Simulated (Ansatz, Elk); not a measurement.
# Bonding as seen by X-rays: CaCo2Sb2, part 2 of 2

Structure refinements treat a crystal as free atoms side by side. For a made-up structure of CaCo2Sb2 (cell and positions from a PBE relaxation) the runs below show what the calculated density changes in F(hkl).

Elk 11.2.3 (patched build); all-electron DFT.

So far: Starting point; Ground state and structure factors; The magnetisation density.

The structure was built from a prototype and need not be the compound's stable phase.

## Step 4: The highest occupied states alone

Level of this step: DFT, PBE, all-electron APW+lo, Dirac cores, scalar-relativistic bands, static density, ferromagnetic start (Elk).

An energy window below the Fermi level keeps the highest occupied states, to see at which angles they scatter; shallow core shells can lie inside it and anion s states outside. No new self-consistency is needed.

File elk.in:

```
tasks
  195

xctype
  20

spinpol
  .true.

rgkmax
  7.0

gmaxvr
  14.0

lmaxo
  7

lmaxapw
  8

swidth
  0.002

tshift
  .false.

ramdisk
  .false.

hmaxvr
  5.5

maxscl
  120

epspot
  1e-06

reducebf
  0.8

wsfac
  -0.276810 0.574420

sppath
  './'

avec
  -4.07188997999 4.07188997999 10.36240473695
  4.07188997999 -4.07188997999 10.36240473695
  4.07188997999 4.07188997999 -10.36240473695

atoms
  3
  'Sb.in'
  2
  0.6359416898 0.6359416898 -0.0000000000   0.000000 0.000000 0.000000
  0.3640583102 0.3640583102 -0.0000000000   0.000000 0.000000 0.000000
  'Co.in'
  2
  0.2500000000 0.7500000000 0.5000000000   0.000000 0.000000 -0.035000
  0.7500000000 0.2500000000 0.5000000000   0.000000 0.000000 -0.035000
  'Ca.in'
  1
  -0.0000000000 -0.0000000000 0.0000000000   0.000000 0.000000 0.000000

ngridk
  6 6 6
```

The run is started by

```console
OMP_NUM_THREADS=4 elk
```

Numbers of over 12 decimals in the logs are rounded to 6 here.

The program printed:

```text
┌─────────────────────────────────┐
│ Elk code version 11.2.3 started │
└─────────────────────────────────┘

Info(readinput): the functional depends on the density's gradient
 muffin-tin radial points multiplied by    2.00000
 (not where nrmtscf is given)

┌────────────────────┐
│ Current task : 195 │
└────────────────────┘
Info(checkmt): changed muffin-tin radius of species 1 (Sb) from   2.6000 to   2.4223
Info(checkmt): changed muffin-tin radius of species 2 (Co) from   2.4000 to   2.2360

Info(sfacrho): density structure factors written to SFACRHO.OUT

 Energy window :  -0.2768100000      0.5744200000

┌──────────────────┐
│ Elk code stopped │
└──────────────────┘
```

Run time: 13 s. Hardware: 4 threads of Arm Neoverse V2, shared host; peak memory 0.28 GiB.

States within 15 eV below the Fermi level hold 30.00 electrons; any levels below the window count with the cores. Their amplitudes can exceed the total, where window and core parts have opposite phase:

| hkl | sin θ/λ (Å⁻¹) | abs F, window | abs F, all |
| --- | --- | --- | --- |
| 002 | 0.091 | 15.661 | 46.053 |
| 101 | 0.125 | 2.422 | 43.482 |
| 110 | 0.164 | 9.653 | 56.508 |
| 103 | 0.179 | 1.138 | 85.550 |
| 004 | 0.182 | 9.187 | 22.625 |
| 112 | 0.188 | 10.271 | 46.511 |
| 200 | 0.232 | 8.470 | 131.357 |
| 114 | 0.245 | 7.762 | 99.464 |
| 202 | 0.249 | 7.719 | 35.997 |
| 105 | 0.256 | 0.102 | 45.040 |

## Step 5: Another functional

The difference from free atoms is small, so it is set against the change that LDA (Perdew-Wang) makes.

Edit elk.in of step 4 so:

```diff
@@ -1,6 +1,8 @@
 tasks
+  0
   195
+  196
 
 xctype
-  20
+  3
 
@@ -42,5 +44,2 @@
 
-wsfac
-  -0.276810 0.574420
-
 sppath
```

The run is started by

```console
OMP_NUM_THREADS=4 elk
```

The program printed:

```text
┌─────────────────────────┐
│ Elk code version 11.2.3 │
└─────────────────────────┘

All units are atomic (Hartree, Bohr, etc.)

┌─────────────────────────────────────────────────┐
│ Ground-state run starting from atomic densities │
└─────────────────────────────────────────────────┘

Lattice vectors :
  -4.071889980       4.071889980       10.36240474
   4.071889980      -4.071889980       10.36240474
   4.071889980       4.071889980      -10.36240474

Reciprocal lattice vectors :
 -0.5114184896E-17  0.7715318118      0.3031721626
[...]
Moments :
 interstitial                :  -0.3324965425E-02
 muffin-tins
  species : 1 (Sb)
[...]
species : 2 (Co)
[...]
atom 2                    :   0.6486800932
  species : 3 (Ca)
   atom 1                    :   0.3389677017E-02
 total in muffin-tins        :    1.293612365
 total moment                :    1.290287399

┌──────────────────────────────┐
│ Self-consistent loop stopped │
└──────────────────────────────┘

Warning : core states of species 1 leak from the muffin-tin :   0.2060618624E-02

Warning : core states of species 2 leak from the muffin-tin :   0.1181925014E-02

Wrote STATE.OUT
[key lines of the parts left out:]
total energy                :     -16417.457807121
```

Run time: 2.5 min. Hardware: 4 threads; peak memory 0.41 GiB.

Against the first run R = 0.04 %; the largest change is -0.068 at 220. The moment goes from 1.37 to 1.29 μB.

## Step 6: A coarser k-mesh

About half the k-points along each axis test the sampling.

Edit elk.in of step 5 so:

```diff
@@ -6,3 +6,3 @@
 xctype
-  3
+  20
 
@@ -67,2 +67,2 @@
 ngridk
-  6 6 6
+  3 3 3
```

The run is started by

```console
OMP_NUM_THREADS=4 elk
```

The program printed:

```text
┌─────────────────────────┐
│ Elk code version 11.2.3 │
└─────────────────────────┘

All units are atomic (Hartree, Bohr, etc.)

┌─────────────────────────────────────────────────┐
│ Ground-state run starting from atomic densities │
└─────────────────────────────────────────────────┘

Lattice vectors :
  -4.071889980       4.071889980       10.36240474
   4.071889980      -4.071889980       10.36240474
   4.071889980       4.071889980      -10.36240474

Reciprocal lattice vectors :
 -0.5114184896E-17  0.7715318118      0.3031721626
[...]
Moments :
 interstitial                :   0.5093321872E-01
 muffin-tins
  species : 1 (Sb)
[...]
species : 2 (Co)
[...]
atom 2                    :   0.9203153487
  species : 3 (Ca)
   atom 1                    :   0.1465841011E-01
 total in muffin-tins        :    1.870164417
 total moment                :    1.921097636

┌──────────────────────────────┐
│ Self-consistent loop stopped │
└──────────────────────────────┘

Warning : core states of species 1 leak from the muffin-tin :   0.2018060504E-02

Warning : core states of species 2 leak from the muffin-tin :   0.1125607850E-02

Wrote STATE.OUT
[key lines of the parts left out:]
total energy                :     -16434.647334934
```

It took 89 s on 4 threads; peak memory 0.53 GiB.

Against the first run R = 0.01 %; the largest change is +0.025 at 110. The moment goes from 1.37 to 1.92 μB.

## Step 7: Settings against the effect

| run | R against the first run (%) | R against neutral atoms, low angle (%) | wall time |
| --- | --- | --- | --- |
| PBE, rgkmax 7 | 0.00 | 0.29 | 5.1 min |
| LDA (Perdew-Wang) | 0.04 | 0.30 | 2.5 min |
| k-mesh 3×3×3 | 0.01 | 0.29 | 89 s |

## Step 8: Summary of results

```yaml
r_against_neutral_atoms_sin_theta_lambda_0p3_a_minus1: 0.29 %
r_against_neutral_atoms_0p3_to_0p78_a_minus1: 0.15 %
```

What this shows: Independent neutral atoms miss the calculated amplitudes by R = 0.29 % below 0.3 Å⁻¹ and 0.15 % from there to 0.78 Å⁻¹; by shells, 0.28 % below 0.15 Å⁻¹ (2 forms), 0.29 % 0.15 to 0.3 (12 forms), 0.14 % 0.3 to 0.45 (21 forms), 0.16 % above 0.45 (114 forms). Bonding, aspherical density and the tables' own atoms all enter these figures, and the runs don't part them. The largest change of an amplitude is +0.47 electrons, at 002. The magnetic order is that of the start. No other order was tried here, and an antiferromagnetic one would change or move the magnetic intensity. The window's part falls from 30.0 electrons at the origin to at most 3.22 between 0.45 and 0.78 Å⁻¹, where compact states inside the window still scatter. Below 0.3 Å⁻¹ the changes that finished (LDA (Perdew-Wang) and k-mesh 3×3×3) move F by R = 0.02 % at most, against the 0.29 % that separates it from free atoms. The magnetic factors move by R = 9.5 % (LDA (Perdew-Wang)) and 29.6 % (k-mesh 3×3×3), so they aren't settled to better than that. The basis has no finished test. Part of the difference isn't bonding: the tables are fits to free atoms and ions calculated by other methods than this functional. Thermal motion, anomalous dispersion and extinction are left out.

[Logs are printed without paths, hosts, clocks, repeated set-up lines and the standing remarks that a program may print on its own settings, such as how far it seeks lower states.]

[Hosts, paths, dates, database ids (printed as entryN), source tags and the programs' standing remarks are cut or masked in the printed files.]
